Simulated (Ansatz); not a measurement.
## Zn3SbN3 (Cm): a many-body input that goes wrong, and its mend

What is wrong with this input for Zn3SbN3 (Cm)?

Main program and level: Ansatz 0.2.0; G0W0 on PBE, plane waves, PAW; PAW set soft_1.

## 1. Set-up

Symmetry: Cm, No. 8, monoclinic system. The conventional cell has a = 6.788 Å, b = 6.566 Å, c = 5.577 Å, α = 90.00°, β = 125.21°, γ = 90.00°. Nearest to Zn lie 3 N at 1.95 to 1.96 Å. Zn has 3 N at 1.97 to 2.00 Å nearest. Nearest to Sb lie 3 N at 2.04 to 2.06 Å. Nearest to N lie 3 Zn at 1.96 to 2.00 Å and 1 Sb at 2.06 Å. N has 3 Zn at 1.95 to 1.97 Å and 1 Sb at 2.04 Å nearest. Farther neighbours and most contacts between anions are not listed.

Coordinates:

```cif
data_structure
_symmetry_space_group_name_H-M 'Cm'
_symmetry_Int_Tables_number 8
_cell_length_a 6.7878
_cell_length_b 6.5665
_cell_length_c 5.5766
_cell_angle_alpha 90.000
_cell_angle_beta 125.213
_cell_angle_gamma 90.000
_cell_volume 203.08
loop_
_atom_site_label
_atom_site_type_symbol
_atom_site_symmetry_multiplicity
_atom_site_Wyckoff_symbol
_atom_site_fract_x
_atom_site_fract_y
_atom_site_fract_z
_atom_site_occupancy
Zn1 Zn 2 a 0.85734 0.50000 0.88192 1
Zn2 Zn 4 b 0.96456 0.27942 0.48017 1
Sb1 Sb 2 a 0.43949 0.50000 0.99759 1
N1 N 4 b 0.82345 0.76551 0.70012 1
N2 N 2 a 0.80128 0.50000 0.18781 1
```

The cell and positions are those that the Materials Project relaxed with its own functionals (PBE, PBE+U or r2SCAN), kept fixed. Spin-orbit coupling is left out unless a step names it.

## 2. First try

input.yaml reads:

```yaml
crystal:
  lattice:
    - [3.3938895471, -3.283248115, 0.0]
    - [3.3938895471, 3.283248115, 0.0]
    - [-3.2155964401, 0.0, 4.5561292986]
  atoms:
    - { symbol: Zn, position: [0.64265811, 0.64265811, 0.11808447] }
    - { symbol: Zn, position: [0.75601403, 0.31486041, 0.51982585] }
    - { symbol: Zn, position: [0.31486041, 0.75601403, 0.51982585] }
    - { symbol: Sb, position: [0.06050886, 0.06050886, 0.00241463] }
    - { symbol: "N", position: [0.41103526, 0.94206134, 0.29988336] }
    - { symbol: "N", position: [0.94206134, 0.41103526, 0.29988336] }
    - { symbol: "N", position: [0.698722, 0.698722, 0.81219049] }
kpoints:
  mp_grid: { grid: [4, 4, 4] }
hamiltonian:
  xc: pbe
  pseudopotentials: { kind: paw, azcp: { folder: soft_1 } }
scf:
  occupations: { method: fixed }
gw:
  n_empty_bands: 107
  ecut_chi: 2
  qp_bands: [v2, c2]
  qp_kpoints: band_edges
  screening: { model: contour_deformation }
```

The run is started by

```bash
ansatz run input.yaml --threads 2 --pin off --max-ram 92160MiB --backend cuda --events-out ev --progress --plain --runs-dir out --devices 1 --max-vram 13GiB
```

Numbers of over 12 decimals in the logs are rounded to 6 here.

The program printed:

```text
GPUs: using 1 of 1 available (devices: 1).
Engine: ansatz 0.2.0, x86_64-unknown-linux-gnu
Pseudopotentials: kind: paw
Pseudopotential: Zn, paw, valence charge 12, recommended cutoff 420 eV (normal), soft_1/Zn.paw.azcp
Pseudopotential: Sb, paw, valence charge 15, recommended cutoff 420 eV (normal), soft_1/Sb.paw.azcp
Pseudopotential: N, paw, valence charge 5, recommended cutoff 420 eV (normal), soft_1/N.paw.azcp
Functional definition: PBE
  parameter kappa = 0.804
  parameter beta = 0.066725
  exchange = pbe_x(kappa = kappa, mu = beta*pi^2/3)
  correlation = pbe_c(beta = beta)
device memory: the entry about to start is reckoned to put 1.4 GiB on a device that reports 54.8 GiB free (of which the cap on the GPU budget leaves the run 13.0 GiB)
GPU FFT provider: cuFFT
GPU libraries: cuBLAS 13.8.2, cuFFT 12.4.0, cuSOLVER 12.3.4
Crystal: 7 atoms, lattice volume = 101.538 Å³
Basis set: ecut = 420 eV, 1987 PW (Γ)
Bands: 40, of which v1, the nominal top of the filled ones, is band 33 counted from 1 (32 counted from 0)
Symmetry: 2 space group operations
Space group: Cm (ITA 8), of the structure as read, at distance tolerance 4.7e-5 Å
k-points: 24 of 64 (time reversal used)
Non-local potential: Zn, projectors of the file, l = 0: 2, l = 1: 2, l = 2: 3, l = 3: 1
Non-local potential: Sb, projectors of the file, l = 0: 2, l = 1: 2, l = 2: 2, l = 3: 1
Non-local potential: N, projectors of the file, l = 0: 2, l = 1: 2, l = 2: 1
PAW form: soft (Blöchl's): semilocal exchange-correlation on the pseudo side does not see the compensation charge
PAW one-centre angular grid: Zn, 590 points (default); XC on 64 Gauss nodes
PAW one-centre angular grid: Sb, 590 points (default); XC on 64 Gauss nodes
PAW one-centre angular grid: N, 110 points (default); XC on 64 Gauss nodes
Initial density: superposition of atomic densities (chi_scale 0.1, normalization cell, long waves kept (reshape's long-wave potential 0.03 eV rms))
Initial wavefunctions: pseudopotential atomic-orbital guess
GPU buffer pool allocated for 40960 grid points (all kernels)
GPU transforms: local potential and band sums: pruned to the plane-wave sphere, on 32×32×40
Functional: x = pbe(κ = 0.804, μ = 0.219515), c = pbe(β = 0.066725)
SCF iter   1: F=—  HF=-17594.624425 eV  |F-HF|=—  |Δ(HF+E_count)|=         —  Δρ=7.68e-2  dr2=7.41e0  ethr=3.10e-3  ⟨swp⟩=4.9  Hψ=3781  notcnv=0  defer=117
preconditioner: auto → Resta (q_TF=auto, 2.539 Å⁻¹)  ε∞=5.2  [insulator: Δε(μ)=2.150 eV  Ē_g=14.526 eV  n_scr=30 (ndim 8)  ℏωp=29.9 eV  f_vac=0.006  ε∞_Penn≈5.2]
SCF iter   2: F=—  HF=-17592.876989 eV  |F-HF|=—  |Δ(HF+E_count)|=    1.75e0  Δρ=2.91e-2  dr2=5.28e-1  ethr=3.10e-3  ⟨swp⟩=3.0  Hψ=1963  notcnv=0  defer=120
SCF iter   3: F=—  HF=-17592.782953 eV  |F-HF|=—  |Δ(HF+E_count)|=   9.40e-2  Δρ=1.55e-2  dr2=1.94e-1  ethr=8.00e-4  ⟨swp⟩=3.0  Hψ=1775  notcnv=0  defer=120
SCF iter   4: F=—  HF=-17592.777374 eV  |F-HF|=—  |Δ(HF+E_count)|=   5.58e-3  Δρ=9.10e-3  dr2=4.52e-2  ethr=2.93e-4  ⟨swp⟩=2.2  Hψ=1516  notcnv=0  defer=120
SCF iter   5: F=—  HF=-17592.765761 eV  |F-HF|=—  |Δ(HF+E_count)|=   1.16e-2  Δρ=2.02e-3  dr2=3.27e-3  ethr=6.84e-5  ⟨swp⟩=2.0  Hψ=1776  notcnv=0  defer=120
SCF iter   6: F=—  HF=-17592.767302 eV  |F-HF|=—  |Δ(HF+E_count)|=   1.54e-3  Δρ=4.10e-4  dr2=1.85e-4  ethr=4.95e-6  ⟨swp⟩=2.0  Hψ=1582  notcnv=0  defer=120
SCF iter   7: F=—  HF=-17592.767482 eV  |F-HF|=—  |Δ(HF+E_count)|=   1.80e-4  Δρ=2.57e-4  dr2=6.60e-5  ethr=2.81e-7  ⟨swp⟩=2.0  Hψ=1693  notcnv=0  defer=119
SCF iter   8: F=—  HF=-17592.767503 eV  |F-HF|=—  |Δ(HF+E_count)|=   2.10e-5  Δρ=2.21e-4  dr2=4.39e-5  ethr=1.00e-7  ⟨swp⟩=2.0  Hψ=1560  notcnv=0  defer=76
SCF iter   9: F=—  HF=-17592.767495 eV  |F-HF|=—  |Δ(HF+E_count)|=   8.11e-6  Δρ=4.50e-5  dr2=1.52e-6  ethr=6.66e-8  ⟨swp⟩=2.0  Hψ=1486  notcnv=0  defer=74
[...]
k-point 1: bands = [... 29 lower, 6.4645, 7.3551, 7.6157, 8.3549, 9.9926, 11.9221, 12.2162, 13.1084, ... 3 higher]
  k-point 2: bands = [... 29 lower, 7.0056, 7.1857, 7.3892, 8.2869, 10.3845, 11.2203, 11.4816, 13.4601, ... 3 higher]
  k-point 23: bands = [... 29 lower, 7.2666, 7.4235, 7.9664, 8.4089, 11.7638, 12.5638, 13.1683, 13.3229, ... 3 higher]
--- G₀W₀: contour deformation, 6 samples at zero and on the imaginary axis and 2 off it, 64 q-points, 107 empty bands' worth ---
  eigenvalues of the whole cell's RPA ε∞ on this k-mesh (on a slab, of 1 + 4πα/V) = 7.9467, 8.7797, 8.9060; static W/v taken at q = 0 is 0.117218
  gw.qp_kpoints: band_edges: 24 of 24 stored k-points solved, in 2 passes; an edge of the gap read off the rows below is read off those points alone
  `?` marks the rows in doubt; gw_qp.tsv's column doubts and the gw_qp event give each row's grounds
    ik  band        ε_KS         Σx   Σc(E_QP)       V_xc       Z   E_QP_lin       E_QP  E_QP is
     0    32      7.6413   -25.2702     2.6066   -20.9073  0.8596     5.8210     5.8849  root
     0    33      7.9778   -25.3477     2.5681   -21.1778  0.8603     6.2662     6.3760  root ?
     0    34     10.8624   -10.7158    -2.3153   -14.5119  0.8689    12.4020    12.3431  root
     0    35     11.8003   -13.2262    -2.3844   -16.9492  0.8594    13.1843    13.1389  root
     1    32      7.6157   -25.2692     2.6012   -20.9011  0.8606     5.7860     5.8488  root
     1    33      8.3549   -23.5305     2.2191   -20.0887  0.8651     7.0998     7.1322  root
     1    34      9.9926   -11.6020    -2.0567   -14.9433  0.8726    11.3088    11.2772  root
     1    35     11.9221   -10.3239    -2.5591   -14.6183  0.8608    13.7221    13.6574  root
     2    32      7.3892   -24.3689     2.6155   -20.0658  0.8599     5.6364     5.7017  root ?
     2    33      8.2869   -23.1070     2.1139   -19.8979  0.8655     7.1680     7.1917  root
     2    34     10.3845   -11.6563    -2.1589   -15.2221  0.8688    11.8376    11.7914  root
     2    35     11.2203   -10.2083    -2.3955   -14.1243  0.8683    12.8104    12.7407  root
     3    32      7.5415   -25.6323     2.6368   -21.1519  0.8590     5.6271     5.6979  root
     3    33      8.3033   -23.4654     2.2974   -19.8973  0.8636     6.9945     7.0326  root
     3    34     10.9467   -11.2510    -2.2825   -14.9445  0.8666    12.4080    12.3577  root
     3    35     11.7556   -10.5191    -2.5224   -14.6288  0.8618    13.4431    13.3430  root ?
     4    32      7.2358   -24.6698     2.6436   -20.2936  0.8573     5.4369     5.5032  root
[...]
7    35     11.8030    -9.4102    -2.5359   -13.6377  0.8633    13.5569    13.4946  root ?
[...]
9    32      7.8328   -25.4854     2.5640   -21.3379  0.8628     6.1517     6.2493  root ?
[...]
11    32      7.5276   -24.8611     2.6097   -20.5624  0.8607     5.7743     5.8387  root ?
[...]
11    34     10.8729   -11.4945    -2.3768   -15.4538  0.8681    12.5461    12.4554  root ?
[...]
12    33      7.8739   -25.0913     2.6544   -20.8231  0.8613     6.1414     6.2601  root ?
    12    34     10.9143   -11.0263    -2.3605   -14.9806  0.8678    12.6054    12.5081  root ?
[...]
13    35     11.7326    -9.8455    -2.5646   -14.0208  0.8618    13.4602    13.3434  root ?
[...]
15    34     11.0927   -10.7797    -2.3921   -14.7564  0.8668    12.7701    12.6773  root ?
[...]
17    32      7.9260   -25.3583     2.6189   -21.1255  0.8618     6.1939     6.3121  root ?
[...]
18    34     10.4011    -9.5137    -2.2712   -13.3863  0.8714    12.0997    12.0025  root ?
[...]
20    34     11.0900   -10.4233    -2.4500   -14.4901  0.8671    12.8223    12.7068  root ?
    20    35     11.6102    -9.9107    -2.5623   -14.0566  0.8622    13.2931    13.1938  root ?
    21    32      7.6800   -25.0637     2.6490   -20.8121  0.8615     5.9681     6.0774  root ?
[...]
22    34     11.4351   -10.4801    -2.4616   -14.8564  0.8673    13.4120    13.3498  root
    22    35     12.0825   -10.8490    -2.6438   -15.2930  0.8569    13.9545    13.8826  root
    23    32      7.9664   -26.6342     2.6593   -22.0748  0.8622     5.9997     6.0663  root
    23    33      8.4089   -25.8767     2.5967   -21.6702  0.8638     6.6860     6.7991  root ?
    23    34     11.7638    -9.1635    -2.5529   -13.4518  0.8614    13.5620    13.4992  root
    23    35     12.5638   -10.0490    -2.7255   -14.5820  0.8524    14.4411    14.3713  root
[key lines of the parts left out:]
SCF converged after 12 iterations
Free energy (F): -17592.767496 eV
Fermi energy:    8.560593 eV
```

The job ended after 23 s (1 × NVIDIA H100 80GB HBM3 (shared by 6 runs) with 2 threads of AMD EPYC 7R13 (Zen 3), shared host; peak memory 1.2 GiB).

The column dr2 measures how far the density is from self-consistency, as an energy; F and HF (Harris–Foulkes) agree once it is small.

Q: What is the fault?

The run ended normally, though the input holds a fault or crude settings.

The fault: screening cutoff of a few eV. Such a cutoff keeps only a few plane waves in the dielectric matrix, so local fields and the Coulomb hole are lost.

It printed a gap of 4.08 eV, which is an artefact of the settings.

## 3. A better input

G0W0 replaces the xc potential by the self-energy, built once from these orbitals. Only a window of levels is corrected, while the sums run over the empty bands that the input names. This step takes PAW set soft_1 files.

Changes to input.yaml since step 2:

```diff
@@ -21,4 +21,4 @@
 gw:
-  n_empty_bands: 107
-  ecut_chi: 2
+  n_empty_bands: 132
+  ecut_chi: 69
   qp_bands: [v2, c2]
```

The program printed:

```text
GPUs: using 1 of 1 available (devices: 1).
[...]
GPU FFT provider: cuFFT
GPU libraries: cuBLAS 13.8.2, cuFFT 12.4.0, cuSOLVER 12.3.4
Crystal: 7 atoms, lattice volume = 101.538 Å³
Basis set: ecut = 420 eV, 1987 PW (Γ)
Bands: 40, of which v1, the nominal top of the filled ones, is band 33 counted from 1 (32 counted from 0)
[... 1 set-up line as in the run before ...]
[...]
k-points: 24 of 64 (time reversal used)
[...]
GPU buffer pool allocated for 40960 grid points (all kernels)
[...]
SCF iter   1: F=—  HF=-17594.624425 eV  |F-HF|=—  |Δ(HF+E_count)|=         —  Δρ=7.68e-2  dr2=7.41e0  ethr=3.10e-3  ⟨swp⟩=4.9  Hψ=3781  notcnv=0  defer=117
[...]
SCF iter  12: F=-17592.767496 eV  HF=-17592.767496 eV  |F-HF|=9.56e-9  |Δ(HF+E_count)|=   6.20e-9  Δρ=4.59e-6  dr2=1.83e-8  ethr=1.52e-10  ⟨swp⟩=9.4  Hψ=4252  notcnv=0
SCF 1 converged in 12 iterations: F = -17592.767496 eV  dr2 = 1.83e-8
[...]
0    32      7.6413   -25.2702     3.9506   -20.9073  0.7347     7.2250     7.2290  root
     0    33      7.9778   -25.3477     3.7160   -21.1778  0.7412     7.5195     7.5240  root
     0    34     10.8624   -10.7158    -3.4231   -14.5119  0.7823    11.2379    11.2354  root
     0    35     11.8003   -13.2262    -3.2135   -16.9492  0.7642    12.3156    12.3098  root
     1    32      7.6157   -25.2692     3.9979   -20.9011  0.7333     7.2423     7.2455  root
     1    33      8.3549   -23.5305     3.1334   -20.0887  0.7472     8.0448     8.0466  root
     1    34      9.9926   -11.6020    -3.0084   -14.9433  0.7847    10.3270    10.3255  root
     1    35     11.9221   -10.3239    -3.7674   -14.6183  0.7653    12.4557    12.4491  root
[...]
23    32      7.9664   -26.6342     4.1885   -22.0748  0.7348     7.5926     7.5955  root
    23    33      8.4089   -25.8767     3.9416   -21.6702  0.7351     8.1425     8.1439  root
    23    34     11.7638    -9.1635    -3.7781   -13.4518  0.7692    12.2796    12.2740  root
    23    35     12.5638   -10.0490    -3.9726   -14.5820  0.7505    13.1338    13.1243  root
[key lines of the parts left out:]
SCF converged after 12 iterations
Free energy (F): -17592.767496 eV
Fermi energy:    8.560593 eV
```

Wall time 33 s (1 × NVIDIA H100 80GB HBM3 (shared by 6 runs) with 2 threads); peak memory 1.3 GiB.

This step gave:

```
bands summed                                 : 165
RPA ε∞ on this mesh (eigenvalues)            : 7.283, 8.242, 8.258
plane waves in the screening matrix          : 131
q-points in the mesh                         : 64
G0W0 gap on the mesh                         : 2.074 eV
k of the valence top                         : 0.25, -0.25, 0
k of the conduction bottom                   : 0, 0, 0.25
starting gap on the mesh                     : 1.432 eV
Z at the valence top                         : 0.7462
Z at the conduction bottom                   : 0.7847
least direct G0W0 gap on the computed points : 2.279 eV
```

The gap on the mesh goes from 1.43 eV to 2.07 eV, a correction of +0.64 eV. Between the two edge states, bare exchange in place of the xc potential would open the gap by 7.02 eV, and correlation takes back 6.37 eV.

## 4. Results

```
first try  : converged after 23 s
better run : G0W0 gap on the mesh 2.07 eV (4×4×4 mesh, 132 empty bands, screening to 69 eV, PAW set soft_1 files)
```

In words: The second run differs in: empty bands and screening cutoff (eV). Bands and cutoff are finite, so the gap is not at the basis limit. The miss can reach some tenths of an eV and take either sign; the mesh is an error of its own. The many-body steps are scalar-relativistic: spin-orbit coupling is not in them.

[Paths, hosts, dates, memory and timing lines, banners, echoed tables and standing remarks are left out of the program output.]

[Logs are printed without paths, hosts, clocks, repeated set-up lines and the standing remarks that a program may print on its own settings, such as how far it seeks lower states.]

[Runs of the session that timed out or met a known fault of the program may be left out.]

[Cells called generated may have been cut or substituted from an entry of the Crystallography Open Database or the Materials Project.]

[Hosts, paths, dates, database ids (printed as entryN), source tags and the programs' standing remarks are cut or masked in the printed files.]
